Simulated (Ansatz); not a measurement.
**Structural relaxation of random alloy of the fcc Cu-Al line, x = 0.1875 (128 atoms)**

Wanted: the relaxed structure of random alloy of the fcc Cu-Al line, x = 0.1875 (128 atoms) and its electronic structure.

Method: Kohn-Sham DFT, PBE, PAW (set soft_2), plane waves, in Ansatz 0.2.0.

**1. The structure**

The cell holds 128 atoms: 104 Cu and 24 Al. Cell: a = 12.856 Å, b = 12.856 Å, c = 12.856 Å, α = 109.5°, β = 109.5°, γ = 109.5°. It derives from Cu (fcc Cu-Al) and Al. Fcc Cu-Al: 128 atoms, 24 of 128 Cu sites given to Al at random, cell and internal coordinates interpolated linearly between the end members (Vegard's rule); not relaxed, displaced by a Gaussian of 0.02 Å. Lattice constants are starting values near those of PBE.

Limits known from the start: The host structure and its lattice constant were typed by rule, without a check against the phase diagram.

**2. Single point at the start**

The forces at the start show how far the geometry lies from a minimum of this functional.

Input file input.yaml:

```yaml
crystal:
  lattice:
    - [-7.42228, 7.42228, 7.42228]
    - [7.42228, -7.42228, 7.42228]
    - [7.42228, 7.42228, -7.42228]
  atoms:
    - { symbol: Cu, position: [0.49846, 0.00148, 0.00136] }
    - { symbol: Al, position: [0.74807, 0.12045, 0.12472] }
    - { symbol: Cu, position: [0.6244, 0.25278, 0.12633] }
    - { symbol: Cu, position: [0.62419, 0.12189, 0.25163] }
    - { symbol: Cu, position: [0.75101, 0.25109, 0.99905] }
    - { symbol: Cu, position: [0.99858, 0.37234, 0.12329] }
    - { symbol: Cu, position: [0.8743, 0.49857, 0.12584] }
    - { symbol: Cu, position: [0.87689, 0.37722, 0.25276] }
    - { symbol: Al, position: [0.74891, 0.00105, 0.25029] }
    - { symbol: Cu, position: [0.00035, 0.12445, 0.37338] }
    - { symbol: Cu, position: [0.87354, 0.24814, 0.37353] }
    - { symbol: Cu, position: [0.87408, 0.12384, 0.49796] }
    - { symbol: Cu, position: [0.00255, 0.00073, 0.99881] }
    - { symbol: Cu, position: [0.24855, 0.1248, 0.12574] }
    - { symbol: Cu, position: [0.12735, 0.24906, 0.12627] }
    - { symbol: Al, position: [0.12809, 0.12697, 0.2494] }
    - { symbol: Cu, position: [0.25124, 0.25057, 0.00099] }
    - { symbol: Cu, position: [0.49799, 0.37405, 0.12299] }
    - { symbol: Cu, position: [0.37692, 0.50085, 0.12551] }
    - { symbol: Cu, position: [0.37658, 0.37745, 0.25164] }
    - { symbol: Cu, position: [0.50238, 0.49967, 0.00067] }
    - { symbol: Cu, position: [0.75056, 0.6245, 0.12526] }
    - { symbol: Cu, position: [0.62999, 0.75447, 0.12857] }
    - { symbol: Cu, position: [0.62237, 0.62244, 0.24617] }
    - { symbol: Cu, position: [0.75161, 0.75064, 0.0014] }
    - { symbol: Cu, position: [0.0007, 0.87339, 0.12186] }
    - { symbol: Al, position: [0.87573, 1.0e-05, 0.12634] }
    - { symbol: Cu, position: [0.8758, 0.87528, 0.24998] }
    - { symbol: Al, position: [0.24926, 0.99936, 0.25043] }
    - { symbol: Cu, position: [0.50169, 0.12703, 0.37567] }
    - { symbol: Cu, position: [0.37474, 0.25111, 0.37686] }
    - { symbol: Al, position: [0.37567, 0.12424, 0.49971] }
    [... 90 atom lines left out ...]
    - { symbol: Cu, position: [0.62204, 0.00148, 0.87195] }
    - { symbol: Cu, position: [0.6244, 0.87481, 0.00047] }
    - { symbol: Cu, position: [0.00192, 0.75362, 0.75059] }
    - { symbol: Cu, position: [0.25182, 0.8747, 0.87864] }
    - { symbol: Cu, position: [0.12711, 0.99878, 0.8736] }
    - { symbol: Cu, position: [0.12232, 0.87444, 0.99797] }
kpoints:
  mp_grid: { grid: [2, 2, 2] }
hamiltonian:
  xc: pbe
scf:
  occupations: { method: fermi_dirac, width: 0.1 }
output:
  forces: true
```

The run is started by

```
$ ansatz run input.yaml --threads 5 --pin off --max-ram 81920MiB --backend cuda --events-out ev --progress --plain --runs-dir out
```

Numbers of over 12 decimals in the logs are rounded to 6 here.

What it wrote:

```text
Engine: ansatz 0.2.0, x86_64-unknown-linux-gnu
Pseudopotentials: kind: paw
Pseudopotential: Cu, paw, valence charge 19, recommended cutoff 420 eV (normal), Cu.paw.azcp
Pseudopotential: Al, paw, valence charge 3, recommended cutoff 420 eV (normal), Al.paw.azcp
[... 5 lines on functional and potentials left out ...]
concurrent solve slots: 4 of 5 are kept, ahead of what memory takes: no pass of the eigensolver takes more rounds on 4
device memory: the entry about to start is reckoned to put 36.6 GiB on a device that reports 64.1 GiB free
GPU FFT provider: cuFFT
GPU libraries: cuBLAS 13.8.2, cuFFT 12.4.0, cuSOLVER 12.3.4
Crystal: 128 atoms, lattice volume = 1635.581 Å³
Basis set: ecut = 420 eV, 32085 PW (Γ), exchange–correlation on 180×180×180 points (8 copies of the dense FFT grid, shifted against one another)
Bands: 1152, of which v1, the nominal top of the filled ones, is band 1024 counted from 1 (1023 counted from 0)
Symmetry: 1 space group operations
Space group: P1 (ITA 1), of the structure as read, at distance tolerance 1.2e-4 Å
k-points: 8
[... 5 lines on functional and potentials left out ...]
Initial density: superposition of atomic densities (neutral atoms: chi_scale 0, normalization atom), corrected by the library's trained network
Initial wavefunctions: pseudopotential atomic-orbital guess
GPU buffer pool allocated for 729000 grid points (all kernels)
GPU transforms: local potential and band sums: pruned to the plane-wave sphere, on 90×90×90
Functional: x = pbe(κ = 0.804, μ = 0.219515), c = pbe(β = 0.066725)
SCF iter   1: F=—  HF=-701928.838752 eV  |F-HF|=—  |Δ(HF+E_count)|=         —  Δρ=2.89e-3  dr2=1.76e-1  ethr=1.77e-3  ⟨swp⟩=5.0  Hψ=27972  notcnv=0  defer=478
preconditioner: auto → Kerker (q_TF=auto, 2.832 Å⁻¹)  [metal: Δε(μ)=0.011 eV  Ē_g=6.772 eV  σ=0.100 eV  W_gap=0.03  n_scr=626 (ndim 8)  ℏωp=32.0 eV  f_vac=0.000  D(μ)=36.09/eV (n_scr^D=224)]
SCF iter   2: F=—  HF=-701928.830584 eV  |F-HF|=—  |Δ(HF+E_count)|=   8.17e-3  Δρ=1.01e-3  dr2=4.93e-2  ethr=8.61e-6  ⟨swp⟩=2.0  Hψ=15713  notcnv=0  defer=511
SCF iter   3: F=—  HF=-701928.847178 eV  |F-HF|=—  |Δ(HF+E_count)|=   1.66e-2  Δρ=7.41e-4  dr2=2.34e-2  ethr=2.41e-6  ⟨swp⟩=1.5  Hψ=8660  notcnv=0  defer=511
SCF iter   4: F=—  HF=-701928.864658 eV  |F-HF|=—  |Δ(HF+E_count)|=   1.75e-2  Δρ=2.18e-4  dr2=2.40e-3  ethr=1.14e-6  ⟨swp⟩=3.0  Hψ=13767  notcnv=0  defer=511
SCF iter   5: F=—  HF=-701928.823541 eV  |F-HF|=—  |Δ(HF+E_count)|=   4.11e-2  Δρ=1.01e-4  dr2=2.94e-4  ethr=1.17e-7  ⟨swp⟩=2.0  Hψ=13220  notcnv=0  defer=511
SCF iter   6: F=—  HF=-701928.848165 eV  |F-HF|=—  |Δ(HF+E_count)|=   2.46e-2  Δρ=6.69e-5  dr2=6.11e-5  ethr=1.44e-8  ⟨swp⟩=2.1  Hψ=16764  notcnv=0  defer=511
SCF iter   7: F=—  HF=-701928.848211 eV  |F-HF|=—  |Δ(HF+E_count)|=   4.59e-5  Δρ=2.00e-5  dr2=1.68e-5  ethr=2.98e-9  ⟨swp⟩=2.0  Hψ=16755  notcnv=0  defer=511
SCF iter   8: F=—  HF=-701928.848210 eV  |F-HF|=—  |Δ(HF+E_count)|=   5.92e-7  Δρ=7.45e-6  dr2=2.86e-6  ethr=8.21e-10  ⟨swp⟩=2.6  Hψ=15218  notcnv=0  defer=511
SCF iter   9: F=—  HF=-701928.848210 eV  |F-HF|=—  |Δ(HF+E_count)|=   1.55e-7  Δρ=4.34e-6  dr2=4.15e-7  ethr=1.40e-10  ⟨swp⟩=2.4  Hψ=13579  notcnv=0  defer=511
SCF iter  10: F=—  HF=-701928.848210 eV  |F-HF|=—  |Δ(HF+E_count)|=   2.86e-8  Δρ=3.43e-6  dr2=2.25e-7  ethr=4.88e-12  ⟨swp⟩=4.0  Hψ=32083  notcnv=0
SCF iter  11: F=-701928.848210 eV  HF=-701928.848210 eV  |F-HF|=1.50e-8  |Δ(HF+E_count)|=   1.78e-7  Δρ=7.03e-7  dr2=1.97e-8  ethr=4.88e-12  ⟨swp⟩=1.0  Hψ=26003  notcnv=0
SCF 1 converged in 11 iterations: F = -701928.848210 eV  dr2 = 1.97e-8
  greatest PAW one-centre occupation: 1.000 electrons in one spin orbital (limit 2), on the Cu atom at site 100 (counted from 0), in its partial waves of l = 0
SCF converged after 11 iterations
Free energy (F): -701928.848210 eV
Harris-Foulkes:  -701928.848210 eV  (|F-HF|=1.50e-8)
Internal energy: -701927.630208 eV  (E = F + TS)
E sigma→0 (E₀):  -701928.239209 eV
Entropy (-TS):   -1.218001 eV (-9.516 meV/atom)
Fermi energy:    14.523713 eV
--- Per-component energies (eV) ---
  E_band       = -41391.179685
  E_kinetic    = 31716.163616
  E_local      = -512866.680150  (includes V_loc(G=0)·N_el)
  E_nonlocal   = 40779.232331
  E_hartree    = 229391.481246
  E_xc         = -10256.577736
  E_vxc        = -12698.634338  (∫ρ·V_xc dr)
  E_paw        = -184168.094980  (= ΣΔE_a)
  E_vpaw       = -47104.234287  (= ΣTr[D̂ρ^β])
  E_aug_tail   = 0.029001  (compensation charges beyond the density's cutoff)
  E_ewald      = -296523.183537
  E_smearing   = -1.218001  (= −TS)
  E_closure    = -0.000000  (closes the sum)
  Σ components = -701928.848210   (vs F -701928.848210, Δ=0.00e0)
--- Forces (eV/Å), atoms counted from 1 ---
  atom   1  Cu    -0.04906950     0.00015887     0.03486962
  atom   2  Al     0.68838647    -1.26711335     0.77505437
  atom   3  Cu    -0.13948616     0.08140089    -0.08320583
  atom   4  Cu     0.07788163    -0.25000555     0.34319274
  atom   5  Cu     0.13290497     0.05564582    -0.23431172
  atom   6  Cu     0.11322239     0.15682296     0.18486609
  atom   7  Cu     0.15675388     0.01651789     0.12291911
  atom   8  Cu    -0.19822385    -0.04712090    -0.04883441
  atom   9  Al     0.31257082     0.68342708    -0.87417861
  atom  10  Cu     0.14891940     0.14162188     0.02268124
  atom  11  Cu     0.17677531     0.04755826     0.24047004
  atom  12  Cu    -0.01923969     0.02902618    -0.01753455
  atom  13  Cu     0.10642703    -0.23087196    -0.05200487
  atom  14  Cu    -0.11780082     0.04291820     0.19202915
[...]
atom 127  Cu     0.22264228    -0.03016891     0.06412010
  atom 128  Cu    -0.08708365     0.06487389     0.14714366
  max |Σ_I F_I| component: 1.46e-5 eV/Å
```

It took 11 s on 1 × NVIDIA H100 80GB HBM3 with 5 threads of AMD EPYC 7R13 (Zen 3), shared host; peak memory 1.8 GiB.

Reading the cycles: dr2 is the Hartree energy of the density residual (eV), the measure of convergence; HF is the Harris–Foulkes estimate of the energy, which meets the free energy F at convergence.

That memory is the host's; the program planned up to 36.6 GiB on the GPU.

Read from the output:

```yaml
free_energy: -701928.8482 eV
free_energy_per_atom: -5483.8191 eV/atom
scf_cycles: 11
r_m_s_force_component: 0.2975 eV/Å
longest_force: 1.637 eV/Å
fermi_energy: 14.52 eV
```

The r.m.s. force component of 0.30 eV/Å sets the starting point.

Length of the force by element:

```csv
element,coordination,atoms,mean length of the force (eV/Å),spread,least,most
Al,all,24,1.04,0.278,0.592,1.64
Cu,all,104,0.217,0.102,0.0353,0.554
```

**3. Cell and atoms relaxed**

The cell is relaxed with the atoms, since the starting lattice needn't suit this functional.

Edit input.yaml of step 2 so:

```diff
@@ -15 +15,5 @@
   forces: true
+relax:
+  f_tol: 0.04
+  max_steps: 150
+  cell: {}
```

What it wrote:

```text
[...]
GPU FFT provider: cuFFT
GPU libraries: cuBLAS 13.8.2, cuFFT 12.4.0, cuSOLVER 12.3.4
Crystal: 128 atoms, lattice volume = 1635.581 Å³
Basis set: ecut = 420 eV, 32085 PW (Γ), exchange–correlation on 180×180×180 points (8 copies of the dense FFT grid, shifted against one another)
Bands: 1229, of which v1, the nominal top of the filled ones, is band 1024 counted from 1 (1023 counted from 0)
Symmetry: 1 space group operations
[...]
k-points: 8
[...]
GPU buffer pool allocated for 729000 grid points (all kernels)
[...]
SCF iter   1: F=—  HF=-701928.845524 eV  |F-HF|=—  |Δ(HF+E_count)|=         —  Δρ=2.98e-3  dr2=1.86e-1  ethr=1.77e-3  ⟨swp⟩=5.0  Hψ=34523  notcnv=0  defer=567
[...]
SCF iter  11: F=-701928.848210 eV  HF=-701928.848210 eV  |F-HF|=1.78e-8  |Δ(HF+E_count)|=   1.57e-8  Δρ=6.23e-7  dr2=1.84e-8  ethr=4.88e-12  ⟨swp⟩=3.0  Hψ=25367  notcnv=0
SCF 1 converged in 11 iterations: F = -701928.848210 eV  dr2 = 1.84e-8
[...]
relax step   1: F+E_penalty+E_count = -701928.84821000 eV  Δ(F+E_penalty+E_count) = +0.000e0 eV  max|allowed force component| = 1.267e0 eV/Å  Δτ_max = 0.0000 Å  P = -2.600 GPa  Ω = 1635.581 Å³  (11 SCF iters, dr2 threshold 1.00e-7 eV, accepted)
[...]
relax step   2: F+E_penalty+E_count = -701930.77600324 eV  Δ(F+E_penalty+E_count) = -1.928e0 eV  max|allowed force component| = 4.985e-1 eV/Å  Δτ_max = 0.0998 Å  P = -1.043 GPa  Ω = 1611.063 Å³  energy of the carried Pulay correction = +1.449e-2 eV  (9 SCF iters, dr2 threshold 1.28e-5 eV, accepted)
[...]
relax step   3: F+E_penalty+E_count = -701931.42585359 eV  Δ(F+E_penalty+E_count) = -6.499e-1 eV  max|allowed force component| = 3.865e-2 eV/Å  Δτ_max = 0.0999 Å  P = +0.107 GPa  Ω = 1596.738 Å³  energy of the carried Pulay correction = +2.306e-2 eV  (8 SCF iters, dr2 threshold 1.28e-5 eV, accepted)
[...]
relax step   4: F+E_penalty+E_count = -701931.42991223 eV  Δ(F+E_penalty+E_count) = -4.059e-3 eV  max|allowed force component| = 5.923e-3 eV/Å  Δτ_max = 0.0164 Å  P = -0.006 GPa  Ω = 1598.178 Å³  energy of the carried Pulay correction = +2.220e-2 eV  (9 SCF iters, dr2 threshold 3.52e-8 eV, accepted)
[...]
relax step   5: F+E_penalty+E_count = -701931.40804343 eV  Δ(F+E_penalty+E_count) = +2.187e-2 eV  max|allowed force component| = 5.941e-3 eV/Å  Δτ_max = 0.0000 Å  P = +0.007 GPa  Ω = 1598.178 Å³  stress off target by 1.13e-2 GPa  SCF on the basis re-selected at this cell (its energy is not comparable with the rows above)  (7 SCF iters)
basis re-selected at this cell: Δ(F+E_penalty+E_count) = +2.187e-2 eV, ΔP = +0.013 GPa vs the last step (what re-selecting the basis moved, of the pressure what is left beyond the Pulay correction that the steps carried, after the strain that the cell walked since its last selection, [...]
SCF converged after 7 iterations
Free energy (F): -701931.408043 eV
[...]
Internal energy: -701930.223094 eV  (E = F + TS)
E sigma→0 (E₀):  -701930.815569 eV
Entropy (-TS):   -1.184949 eV (-9.257 meV/atom)
Fermi energy:    14.979533 eV
[...]
--- Forces (eV/Å), atoms counted from 1 ---
  atom   1  Cu     0.00006750    -0.00067806    -0.00034964
  atom   2  Al     0.00149706    -0.00185595    -0.00008779
  atom   3  Cu    -0.00362229     0.00149758     0.00259619
  atom   4  Cu    -0.00169978     0.00073377     0.00198043
  atom   5  Cu    -0.00080874     0.00055942     0.00027965
  atom   6  Cu     0.00217015    -0.00278106     0.00052791
  atom   7  Cu    -0.00203113    -0.00088563    -0.00033774
  atom   8  Cu    -0.00060748    -0.00072234    -0.00137842
  atom   9  Al    -0.00111293     0.00278815    -0.00175612
  atom  10  Cu     0.00015296    -0.00173039     0.00072253
  atom  11  Cu    -0.00022088    -0.00108676     0.00043637
  atom  12  Cu    -0.00167158     0.00010520    -0.00190689
  atom  13  Cu     0.00139550    -0.00059647    -0.00548364
  atom  14  Cu     0.00077737    -0.00064317     0.00027576
[...]
atom 127  Cu     0.00043496     0.00013400     0.00051378
  atom 128  Cu    -0.00093188    -0.00357085     0.00239015
  max |Σ_I F_I| component: 2.52e-7 eV/Å
--- Stress (GPa, compression-positive) ---
        0.007417       0.001527       0.002937
        0.001527       0.008353       0.001625
        0.002937       0.001625       0.005900
  P = ⅓ Tr σ = 0.0072 GPa (0.072 kbar)
--- Band table (eV; the first three rows and the last of 8) ---
[...]
--- Relaxed structure (4 steps of the walk, 4 accepted, 1 SCFs on fresh bases) ---
  F+E_penalty+E_count = -701931.40804343 eV   max|allowed force component| = 5.941e-3 eV/Å   (the final SCF, on the basis selected at the relaxed cell)
  cell:  # Å, volume = 1598.1784 Å³
    - [-7.389101, 7.376336, 7.366431]
    - [7.367765, -7.379314, 7.348072]
    - [7.371423, 7.361635, -7.369408]
  atoms:
    - { symbol: Cu, position: [0.495085, -0.00123255, -0.000924964] }
    - { symbol: Al, position: [0.743289, 0.132101, 0.124232] }
    - { symbol: Cu, position: [0.619323, 0.249843, 0.124671] }
    - { symbol: Cu, position: [0.621707, 0.120714, 0.250284] }
[...]
- { symbol: Cu, position: [0.124498, 0.876213, 0.996444] }
```

It took 47 s on 1 × NVIDIA H100 80GB HBM3 with 5 threads; peak memory 2 GiB; 2.3 min of CPU time.

That memory is the host's; the program planned up to 37.3 GiB on the GPU.

The program notes that the band table was not solved further than the SCF left it.

Relaxation path:

```csv
step,energy less that of the first step (eV),largest force component (eV/Å),pressure (GPa),volume (Å³)
1,0.0000,1.2671,-2.60,1635.58
2,-1.9278,0.4985,-1.04,1611.06
3,-2.5776,0.0387,0.11,1596.74
4,-2.5817,0.0059,-0.01,1598.18
5*,-2.5598,0.0059,0.01,1598.18
```

Relaxation steps marked * repeat the geometry before them on a plane-wave basis chosen anew for their cell, so energy and pressure can jump there.

```csv
cell as run,before,after,change
a (Å),12.856,12.778,-0.6 %
b (Å),12.856,12.757,-0.8 %
c (Å),12.856,12.761,-0.7 %
α (°),109.47,109.43,-0.0 %
β (°),109.47,109.51,+0.0 %
γ (°),109.47,109.62,+0.1 %
volume (Å³/atom),12.78,12.49,-2.3 %
```

The atoms that moved most (Å, as changes of fractional coordinates times the final cell):

```csv
atom,dx,dy,dz,length
Al99,0.171,0.021,0.072,0.187
Al41,-0.077,0.161,-0.048,0.184
Al53,0.114,0.140,0.022,0.182
Al2,0.118,-0.125,0.054,0.180
Al115,-0.059,0.059,0.156,0.177
Al60,-0.166,0.021,0.020,0.169
Al94,0.164,0.008,-0.032,0.167
Al51,-0.010,0.105,-0.125,0.163
```

The relaxation changed the energy by -20.0 meV/atom, and atoms moved by 0.083 Å r.m.s., 0.19 Å at most.

**4. Structure statistics after relaxation**

Bonds before and after, by the cutoffs listed below:

```csv
pair,bonds before,bonds after,mean before (Å),mean after (Å),spread before (Å),spread after (Å)
Cu-Cu,512,512,2.626,2.603,0.028,0.030
Cu-Al,224,224,2.622,2.590,0.028,0.050
Al-Al,32,32,2.624,2.752,0.021,0.045
```

Density 7.54 g/cm³, 12.49 Å³ an atom.

g(r), total and by pair (bins of 0.1 Å):

```csv
r (Å),total,Cu-Cu,Cu-Al,Al-Al
2.35,0.00,0.00,0.00,0.00
2.45,0.03,0.00,0.08,0.00
2.55,9.06,8.92,10.40,0.00
2.65,7.79,8.77,6.29,2.47
2.75,0.64,0.10,0.27,14.00
2.85,0.08,0.00,0.00,2.19
2.95,0.00,0.00,0.00,0.00
3.05,0.00,0.00,0.00,0.00
3.15,0.00,0.00,0.00,0.00
3.25,0.00,0.00,0.00,0.00
3.35,0.00,0.00,0.00,0.00
3.45,0.04,0.00,0.08,0.38
3.55,0.33,0.13,0.80,0.00
3.65,2.56,2.99,1.79,1.31
3.75,1.30,1.30,1.38,0.64
3.85,0.14,0.00,0.31,1.19
3.95,0.03,0.00,0.00,0.85
4.05,0.00,0.00,0.00,0.00
4.15,0.00,0.00,0.00,0.00
4.25,0.00,0.00,0.00,0.00
4.35,0.42,0.01,1.15,1.87
4.45,4.76,5.01,4.40,3.34
4.55,5.76,6.61,4.25,2.76
4.65,0.73,0.09,2.01,1.83
4.75,0.03,0.00,0.00,0.98
4.85,0.01,0.00,0.00,0.38
4.95,0.00,0.00,0.00,0.00
5.05,0.19,0.00,0.49,1.03
5.15,1.87,2.05,1.59,0.84
5.25,2.05,2.26,1.74,0.81
5.35,0.27,0.04,0.75,0.31
5.45,0.03,0.00,0.03,0.45
5.55,0.01,0.00,0.02,0.14
5.65,0.28,0.04,0.72,0.97
5.75,2.25,2.25,2.29,1.87
5.85,3.76,4.35,2.81,0.78
5.95,0.65,0.32,1.25,1.50
6.05,0.09,0.01,0.21,0.60
6.15,0.02,0.00,0.04,0.12
6.25,0.17,0.04,0.44,0.34
6.35,1.13,1.36,0.74,0.22
6.45,0.57,0.52,0.69,0.42
6.55,0.07,0.00,0.19,0.21
6.65,0.04,0.00,0.05,0.80
```

Neighbours by pair of elements; one cutoff, the widest of the pairs' first minima of g(r), serves all pairs of this metal:

```csv
pair A-B,cutoff (Å),bonds,mean length (Å),spread (Å),shortest (Å),B about A,A about B
Cu-Cu,3.12,512,2.60,0.03,2.53,9.85,9.85
Cu-Al,3.12,224,2.59,0.05,2.50,2.15,9.33
Al-Al,3.12,32,2.75,0.045,2.68,2.67,2.67
```

How many atoms have how many bonded neighbours:

```csv
element,mean,12
Al,12,24
Cu,12,104
```

For some of the pairs, g(r) has its first main peak near 2.60 Å (Cu-Cu), 2.59 Å (Cu-Al) and 2.75 Å (Al-Al). With the cutoffs above, all Al atoms have 12 and all Cu atoms have 12 bonded neighbours.

(Part 1 of 3 ends here.)

[Logs are printed without paths, hosts, clocks, repeated set-up lines and the standing remarks that a program may print on its own settings, such as how far it seeks lower states.]

[Hosts, paths, dates, database ids (printed as entryN), source tags and the programs' standing remarks are cut or masked in the printed files.]
